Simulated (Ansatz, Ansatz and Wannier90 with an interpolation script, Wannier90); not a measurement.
An input for Ansatz 0.2.0 (SrTiO3 (Tausonite)):

```yaml
crystal:
  lattice:
    - [3.90528, 0.0, 0.0]
    - [0.0, 3.90528, 0.0]
    - [0.0, 0.0, 3.90528]
  atoms:
    - { symbol: Sr, position: [0.5, 0.5, 0.5] }
    - { symbol: Ti, position: [0.0, 0.0, 0.0] }
    - { symbol: O, position: [0.5, 0.0, 0.0] }
    - { symbol: O, position: [0.0, 0.5, 0.0] }
    - { symbol: O, position: [0.0, 0.0, 0.5] }
kpoints:
  mp_grid: { grid: [4, 4, 4] }
hamiltonian:
  xc: lda
scf:
  occupations: { method: fixed }
gw:
  n_empty_bands: 248
  ecut_chi: 150.0
  qp_bands: [v9, c3]
  screening: { model: contour_deformation }
```

```sh
ansatz run input.yaml --threads 8 --pin off --max-ram 18432MiB --backend cpu --events-out ev --progress --plain --runs-dir out
```

How long will it take on 8 threads of Arm Neoverse V1, shared host, and how much memory?

It took 35 s; on shared hardware allow 18 s to 70 s. Peak host memory was 1.1 GiB. The sizes that set the cost: 1189 plane waves a state, 10 irreducible k points, 268 bands summed, 251 plane waves in the screening and 7 SCF cycles.

The screening grows as filled bands × empty bands × pairs of k points, times the square of the screening basis for the matrix.

[Paths, hosts, dates, memory and timing lines, banners, echoed tables and standing remarks are left out of the program output.]

[Logs are printed without paths, hosts, clocks, repeated set-up lines and the standing remarks that a program may print on its own settings, such as how far it seeks lower states.]

[Runs of the session that timed out or met a known fault of the program may be left out.]

[Hosts, paths, dates, database ids (printed as entryN), source tags and the programs' standing remarks are cut or masked in the printed files.]
